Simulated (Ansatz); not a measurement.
## 1T-VSSe monolayer in a perpendicular field

Wanted: the out-of-plane response of the 1T-VSSe monolayer. A positive field points along +c.

Program: Ansatz 0.2.0. Level of theory: plane-wave DFT, PBE-D3(BJ), Ansatz PAW. Results are calculated unless marked as measured.

Most raw output is cut from this account.

### 1. The structure

The cell holds 3 atoms: 1 Se, 1 V and 1 S. Its edges and angles: a = 3.250 Å, b = 3.250 Å, c = 37.766 Å, α = 90.0°, β = 90.0°, γ = 120.0°. Vacuum lies along c.

### 2. Relaxation

The starting cell is a guess, so the in-plane lattice and the atoms are relaxed first, with the slab cut off from its images along the normal.

File input.yaml:

```yaml
crystal:
  lattice:
    - [3.25, 0.0, 0.0]
    - [-1.625, 2.8145825623, 0.0]
    - [0.0, 0.0, 37.7660927913]
  atoms:
    - { symbol: Se, position: [0.6666666667, 0.3333333333, 0.4554349875] }
    - { symbol: V, position: [0.0, 0.0, 0.5029758306], spin: 1.0 }
    - { symbol: S, position: [0.3333333333, 0.6666666667, 0.5445650125] }
  periodic: [true, true, false]
magnetization:
  spin_polarized: true
kpoints:
  mp_grid: { grid: [12, 12, 1] }
hamiltonian:
  xc: pbe
  dispersion: d3bj
scf:
  occupations: { method: fermi_dirac, width: 0.05 }
  convergence: { dr2_threshold: 1.0e-09 }
relax:
  f_tol: 0.004
  max_steps: 90
  cell: {}
output:
  write_potential: true
  write_density: true
  volumetric_format: npy
```

On the command line:

```
$ ansatz run input.yaml --threads 2 --pin off --max-ram 3072MiB --backend cpu --events-out ev --progress --plain --runs-dir out
```

Run time: 65 s. Hardware: 2 threads of Intel Xeon 6975P-C (Granite Rapids), shared host; peak memory 0.83 GiB.

Relaxation path:

```csv
step,energy less that of the first step (eV),largest force component (eV/Å),volume (Å³)
1,0.0000,1.9980,345.46
2,-0.3046,0.6955,345.45
3,-0.3255,0.1355,341.74
4,-0.3268,0.0174,340.06
5,-0.3268,0.0082,339.82
6,-0.3268,0.0007,339.65
7*,-0.3267,0.0008,339.65
```

Relaxation steps marked * repeat the geometry before them on a plane-wave basis chosen anew for their cell, so energy and pressure can jump there.

Forces are held to the 6 operations that the run works with; a distortion that breaks them can't arise in this run.

```csv
cell as run,before,after,change
a (Å),3.250,3.223,-0.8 %
b (Å),3.250,3.223,-0.8 %
```

The atoms that moved most (Å, along periodic axes as changes of fractional coordinates times the final cell, across vacuum about the mean position):

```csv
atom,dx,dy,dz,length
S3,0.000,0.000,-0.157,0.157
Se1,0.000,0.000,0.153,0.153
```

Final coordinates:

```cif
data_structure
_symmetry_space_group_name_H-M 'P 1'
_symmetry_Int_Tables_number 1
_cell_length_a 3.2225
_cell_length_b 3.2225
_cell_length_c 37.7661
_cell_angle_alpha 90.000
_cell_angle_beta 90.000
_cell_angle_gamma 120.000
_cell_volume 339.65
loop_
_atom_site_label
_atom_site_type_symbol
_atom_site_fract_x
_atom_site_fract_y
_atom_site_fract_z
_atom_site_occupancy
Se1 Se 0.66667 0.33333 0.45948 1
V2 V 0.00000 0.00000 0.50309 1
S3 S 0.33333 0.66667 0.54040 1
```

This step gave:

| Property | Result |
| --- | --- |
| energy at zero smearing | -9286.8254 eV |
| total moment | 0.5420 μB |
| site moments | -0.03700, 0.4797, -0.005072 μB |

Site moment by atom:

```csv
atom,site moment (μB)
Se1,-0.037
V2,0.480
S3,-0.005
```

The lattice constant a goes from 3.250 to 3.223 Å.

### 3. Atoms held, field 0

A sawtooth potential applies the field, turning back in the middle of the vacuum. With the dipole correction the typed value is the field outside the slab. The induced dipole is small, so the SCF threshold is tight.

The cell differs from the one that the last finished run ended in (c 37.766 → 21.056 Å).

File input.yaml:

```yaml
crystal:
  lattice:
    - [3.2225457933, 0.0, 0.0]
    - [-1.6112728967, 2.7908065219, 0.0]
    - [0.0, 0.0, 21.0559611236]
  atoms:
    - { symbol: Se, position: [0.6666666667, 0.3333333333, 0.4274324001], spin: -0.04 }
    - { symbol: V, position: [0.0, 0.0, 0.5056544665], spin: 0.48 }
    - { symbol: S, position: [0.3333333333, 0.6666666667, 0.5725675999], spin: -0.01 }
magnetization:
  spin_polarized: true
kpoints:
  mp_grid: { grid: [18, 18, 1] }
  band_path:
    path: [[0, 0, 0], [0.5, 0, 0], [0.33333333, 0.33333333, 0], [0, 0, 0]]
    npoints: 16
hamiltonian:
  xc: pbe
  dispersion: d3bj
scf:
  occupations: { method: fermi_dirac, width: 0.02585 }
  convergence: { dr2_threshold: 1.0e-10 }
efield:
  axis: 3
  dipole_correction: true
  ramp_position: 0.97
  ramp_width: 0.06
  amplitude: 0
output:
  dos: { projected: true, e_range: [-6, 5] }
  write_potential: true
  write_density: true
  volumetric_format: npy
  elf: true
```

Run time: 17 s. Hardware: 2 threads; peak memory 0.78 GiB; 33 s of CPU time.

Numbers from this step:

```
energy at zero smearing        : -9286.8317 eV
total moment                   : 0.5824 μB
site moments                   : -0.03747, 0.5116, -0.004379 μB
work function, upper face      : 5.448 eV
work function, lower face      : 4.897 eV
dipole along the normal        : -0.02740 e·Å
step between the vacuum levels : 0.5513 eV
```

Running mean over a fixed 2.8 Å (it still follows the layers) of the planar mean; the ramp of the sawtooth is left out. Electron's electrostatic potential energy less the Fermi level against z:

```csv
z (Å),electron's electrostatic potential energy less the Fermi level (eV)
3.0,4.90
3.5,4.90
4.0,4.90
4.5,4.90
5.0,4.89
5.5,4.88
6.0,4.84
6.5,4.65
7.0,3.80
7.5,2.11
8.0,0.253
8.5,-1.58
9.0,-3.69
9.5,-5.89
10.0,-6.90
10.5,-7.34
11.0,-7.65
11.5,-7.01
12.0,-4.80
12.5,-2.24
13.0,0.0579
13.5,2.45
14.0,4.46
14.5,5.25
15.0,5.41
15.5,5.44
16.0,5.45
16.5,5.45
17.0,5.45
17.5,5.45
18.0,5.45
```

The density of states has structure finer than the step of the table below, so its rows give means over 0.2 eV, whole bins alone (the curve runs from -6 to 1.99 eV). Peaks (eV: height): total -4.87: 8.85, -4.81: 6.83, -3.35: 5.99, -2.64: 5.90, 0.70: 7.44, 1.06: 14.1, 1.64: 8.06; up -4.87: 6.86, -4.29: 3.21, -3.49: 3.47, -2.64: 4.17, 0.59: 4.69, 0.70: 7.05, 1.06: 11.1; down -4.81: 5.22, -3.35: 4.76, -2.50: 3.01, 0.34: 3.14, 1.17: 4.13, 1.28: 5.32, 1.64: 8.06.

Table of density of states by energy, zero at the Fermi level; means over each step; values in states/eV a cell:

```csv
energy (eV),total,up,down
-5.8,0.795,0.402,0.393
-5.6,0.863,0.453,0.410
-5.4,1.34,0.745,0.596
-5.2,1.62,0.795,0.823
-5.0,2.75,1.51,1.24
-4.8,4.82,2.44,2.39
-4.6,2.51,1.18,1.33
-4.4,1.58,0.874,0.711
-4.2,1.73,0.810,0.921
-4.0,0.950,0.577,0.372
-3.8,2.38,1.32,1.06
-3.6,2.94,1.74,1.20
-3.4,3.96,1.59,2.37
-3.2,2.03,1.01,1.02
-3.0,2.99,1.81,1.18
-2.8,3.83,1.79,2.04
-2.6,3.99,2.05,1.94
-2.4,3.67,1.65,2.02
-2.2,2.33,1.17,1.16
-2.0,2.44,1.27,1.17
-1.8,2.55,1.20,1.36
-1.6,1.70,0.821,0.875
-1.4,1.34,0.726,0.617
-1.2,1.53,0.831,0.703
-1.0,1.14,0.509,0.626
-0.8,0.913,0.585,0.328
-0.6,1.03,0.788,0.246
-0.4,1.52,1.06,0.460
-0.2,2.30,1.62,0.681
0.0,1.44,0.623,0.819
0.2,1.64,0.459,1.18
0.4,1.69,0.287,1.40
0.6,2.86,2.37,0.491
0.8,3.72,3.38,0.333
1.0,5.89,4.26,1.63
1.2,3.69,0.298,3.40
1.4,1.62,0,1.62
1.6,3.03,0,3.03
1.8,0.457,0,0.457
```

Projected DOS per atom over height of the atomic layer and energy from the Fermi level. Layers: Se V S from below.

Ten even steps from '0' (0.04 states/eV) to '9' (3.70 states/eV), each cell a mean:
```
010
040
291
160
030
030
030
010
110
100
212
212
333
233
222
223
001
101
314
202
100
000
```
Columns: height of the atomic layer (Å) from 9 to 12.1 (not evenly spaced); rows upwards: energy from the Fermi level (eV) from -5.96 to 1.96.

Projected DOS per atom, spin up over height of the atomic layer and energy from the Fermi level. Layers: Se V S from below.

Ten even steps from '_' (0.00 states/eV) to '@' (2.14 states/eV), each cell a mean:
```
______
______
..%%..
::@@..
__..__
__::__
__==__
__::__
....__
....__
::....
::....
--::--
::----
....::
::::--
..__..
..__..
--..--
::..::
..__..
______
```
Columns: height of the atomic layer (Å) from 9 to 12.1 (not evenly spaced); rows upwards: energy from the Fermi level (eV) from -5.96 to 1.96.

Projected DOS per atom, spin down over height of the atomic layer and energy from the Fermi level. Layers: Se V S from below.

Ten even steps from '_' (0.03 states/eV) to '@' (1.89 states/eV), each cell a mean:
```
__::__
..@@__
::@@..
__..__
__++__
__--__
__..__
______
..____
..____
::__::
::..::
----==
::::--
::::--
::..::
____..
..__..
--..==
::__::
..____
______
```
Columns: height of the atomic layer (Å) from 9 to 12.1 (not evenly spaced); rows upwards: energy from the Fermi level (eV) from -5.96 to 1.96.

Deep bands are left out, so band numbers here count from the lowest band kept and differ from the log's. Electronic bands along the path, in eV, zero at the Fermi level; # counts the bands kept:

```csv
point,up #5,up #6,up #7,up #8,down #5,down #6,down #7,down #8
Γ,-0.36,-0.36,-0.10,0.88,0.21,0.21,0.45,0.85
halfway,-1.74,-1.09,-0.57,0.80,-1.70,-0.86,-0.06,1.28
M,-2.48,-0.99,-0.97,0.67,-2.44,-0.99,-0.50,1.27
halfway,-2.72,-2.53,-0.02,0.77,-2.64,-2.47,0.41,1.33
K,-2.92,-2.91,0.59,0.64,-2.84,-2.80,1.14,1.19
halfway,-2.21,-1.56,-0.18,0.59,-2.07,-1.49,0.37,0.96
Γ,-0.36,-0.36,-0.10,0.88,0.21,0.21,0.45,0.85
```

Spin density in the ca plane at fractional y = 0.000, with atoms of V within 0.2 Å of it.

Ten even steps from '0' (-0.01 e/Å³) to '9' (0.62 e/Å³), each cell a mean:
```
00000000000000000013752000000000000000000000
00000000000000000001110000000000000000000000
00000000000000000000000000000000000000000000
00000000000000000000000000000000000000000000
00000000000000000000000000000000000000000000
00000000000000000000000000000000000000000000
00000000000000000001321000000000000000000000
00000000000000000025973100000000000000000000
```
Columns run along c (16.0 Å, from fractional 0.16 to 0.92 of the cell), rows up along a (3.2 Å). Atoms in or near the plane, at fractional coordinates: V at (0.51, 0.00).

ELF of down spins in the ca plane at fractional y = 0.000, with atoms of V within 0.2 Å of it. It is the smooth field of the valence electrons, not physical close to the nuclei.

Ten even steps from '0' (0.00) to '9' (0.80), each cell a mean:
```
00000000000000000012212899611110000000000000
00000000000000001245652355235542000000000000
00000000000000024688886212489986310000000000
00000000000000136899987434799998520000000000
00000000000000135899987423699997410000000000
00000000000000012567774222368764200000000000
00000000000000000123432688423321000000000000
00000000000000000001212899711100000000000000
```
Columns run along c (16.0 Å, from fractional 0.09 to 0.85 of the cell), rows up along a (3.2 Å). Atoms in or near the plane, at fractional coordinates: V at (0.51, 0.00).

ELF in the ca plane at fractional y = 0.000, with atoms of V within 0.2 Å of it. It is the smooth field of the valence electrons, not physical close to the nuclei.

Ten even steps from '0' (0.00) to '9' (0.78), each cell a mean:
```
00000000000000000012222899612210000000000000
00000000000000001245652355335532000000000000
00000000000000024688886212489986310000000000
00000000000000136899987434799998520000000000
00000000000000136899987423699997420000000000
00000000000000012567774222368764200000000000
00000000000000000123432687423321000000000000
00000000000000000001213899711100000000000000
```
Columns run along c (16.0 Å, from fractional 0.09 to 0.85 of the cell), rows up along a (3.2 Å). Atoms in or near the plane, at fractional coordinates: V at (0.51, 0.00).

The work function of the upper face is 5.45 eV.

### 4. Atoms held, field 0.1 V/Å

Edit input.yaml of step 3 so:

```diff
@@ -27,5 +27,4 @@
   ramp_width: 0.06
-  amplitude: 0
+  amplitude: 0.1
 output:
-  dos: { projected: true, e_range: [-6, 5] }
   write_potential: true
@@ -33,2 +32 @@
   volumetric_format: npy
-  elf: true
```

Wall time 16 s (2 threads); peak memory 0.78 GiB.

The dipole is -0.00144 e·Å, 0.0260 e·Å from its value without field.

### 5. Atoms held, field -0.1 V/Å

Edit input.yaml of step 4 so:

```diff
@@ -27,3 +27,3 @@
   ramp_width: 0.06
-  amplitude: 0.1
+  amplitude: -0.1
 output:
```

Wall time 16 s (2 threads); peak memory 0.79 GiB; 30 s of CPU time.

The dipole is -0.0533 e·Å, -0.0259 e·Å from its value without field.

### 6. Response, atoms held

This step: plane-wave DFT, PBE-D3(BJ), Ansatz PAW; response to a field along the normal, atoms held (Ansatz 0.2.0).

The dipoles give the slope, and the difference of two potentials shows where the field is screened.

This step gave:

```yaml
equivalent_conductor_thickness_p_eps_0ae: 5.221 Å
distance_between_the_outer_atoms: 3.056 Å
```

Table of dipole of the cell by applied field:

```csv
applied field (V/Å),dipole of the cell (e·Å)
-0.1000,-0.0533
0.0000,-0.0274
0.1000,-0.00144
```

The total moment by applied field:

```csv
applied field (V/Å),total moment (μB)
-0.1000,0.581
0.0000,0.582
0.1000,0.584
```

Local field over the applied field, running mean. From the potentials at -0.1 and 0.1 V/Å; running mean over 2.5 Å. Table of local field over applied field by z:

z (Å), local field over applied field and a bar:
```
     4.09      0.999 ##############################
     4.53      0.998 ##############################
     4.97      0.995 ##############################
     5.41      0.988 ##############################
     5.85      0.971 #############################
     6.29      0.932 ############################
     6.73      0.854 #########################
     7.16      0.730 ######################
     7.60      0.581 #################
     8.04      0.424 ############
     8.48      0.270 #######
     8.92      0.145 ####
     9.36      0.074 #
     9.80      0.044 
    10.24      0.029 
    10.82      0.034 
    11.26      0.056 #
    11.70      0.097 ##
    12.14      0.185 #####
    12.58      0.319 #########
    13.01      0.475 ##############
    13.45      0.632 ###################
    13.89      0.779 #######################
    14.33      0.890 ###########################
    14.77      0.952 #############################
    15.21      0.981 #############################
    15.65      0.993 ##############################
    16.08      0.997 ##############################
    16.52      0.999 ##############################
    16.96      1.000 ##############################
```

Electrons, planar mean, per unit field. Induced electron density against z:

```csv
z (Å),induced electron density (e/Å³ per V/Å)
4.5,6.6e-6
5.0,2.1e-5
5.5,6.5e-5
6.0,1.9e-4
6.5,5.1e-4
7.0,0.00128
7.5,0.00272
8.0,0.00359
8.5,0.00155
9.0,7.8e-4
9.5,6.3e-4
10.0,-9.6e-4
10.5,5.9e-5
11.0,5.6e-4
11.5,-3.8e-4
12.0,-6.8e-4
12.5,-0.00198
13.0,-0.00382
13.5,-0.00250
14.0,-0.00106
14.5,-3.9e-4
15.0,-1.3e-4
15.5,-4.3e-5
16.0,-1.4e-5
16.5,-4.2e-6
```

By hand: between -0.1 and 0.1 V/Å the dipole changes by 0.05190 e·Å, a slope of 0.2595 e·Å²/V. A perfect conductor of thickness t has p = ε₀AEt, so t = 180.95 × 0.2595 / 8.994 = 5.22 Å (e/ε₀ = 180.95 V·Å, A in Å²).

The induced dipole is that of a conductor 5.22 Å thick.

### 7. Results

```
gap without field                          : none
work function, upper face                  : 5.45 eV
step between the vacuum levels             : 0.551 eV
equivalent conductor thickness, atoms held : 5.22 Å
```

**Reading.** The induced dipole equals that of a perfect conductor 5.22 Å thick, while the outer atoms lie 3.06 Å apart. The two faces differ: the vacuum level above lies 0.55 eV higher than the one below. There is no gap over 0.03 eV, with or without the field. For an open d or f shell that can be the fault of a semilocal functional without a Hubbard term. The magnetic order is the one reached from the typed start; other orders were not compared. Spin-orbit coupling is left out.

[Logs are printed without paths, hosts, clocks, repeated set-up lines and the standing remarks that a program may print on its own settings, such as how far it seeks lower states.]

[Hosts, paths, dates, database ids (printed as entryN), source tags and the programs' standing remarks are cut or masked in the printed files.]

[Maps of the electrostatic potential energy from Ansatz leave out the sawtooth potential of an applied field or a dipole correction, so their vacuum need not be flat; planar profiles and work functions include it.]

[The density of states shown here was stored with 400 of the rows of the run's finer table, so its peaks can read low, often by over a quarter, or be missed, and its means over a window can be off by a tenth or more.]
